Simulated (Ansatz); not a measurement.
# Is the response still linear at 0.4 V/Å? 1T-SnSe2 3 layers, AA

The dipole of a slab grows in proportion to a weak field along its normal. Does the weak-field slope carry to a strong field?

**Method.** Ansatz 0.2.0, plane waves with PAW datasets (its set soft_2), PBE-D3(BJ); atoms held at their relaxed places, 18 Å of vacuum, dipole correction, cell area 12.74 Å², 12×12 k-points, smearing 0.02585 eV. Without field the slab has a gap of 0.64 eV.

```
  run  field (V/Å)  dipole (e·Å)
run 1        −0.10      −0.11527
run 2        −0.05      −0.05764
run 3         0.00       0.00000
run 4         0.05       0.05764
run 5         0.10       0.11529
run 6         0.40             ?
```

**Question.** What value belongs in the row marked “?”, and how far can the other rows tell?

A least-squares line through the 5 rows shown has slope 1.152800 and intercept 0.000004; no row lies more than 0.00001 e·Å off it. A perfect conductor with that slope would be 180.95 × 1.15280 / 12.74 = 16.37 Å thick. At 0.40 it gives 1.152800 × 0.40 + 0.000004 = 0.46112 e·Å, beyond the rows fitted. Rounding and scatter of the rows alone allow about ±0.00002 e·Å there.

The run itself gives 0.46155 e·Å: a miss of +0.00043 e·Å. That is under 1 % of the induced dipole, so the response is still linear.

**Limits.** Ions are held, so this is the electronic response. Of the series that stay linear within 1 %, this collection keeps about one in seven, and it keeps all that bend.

[Logs are printed without paths, hosts, clocks, repeated set-up lines and the standing remarks that a program may print on its own settings, such as how far it seeks lower states.]
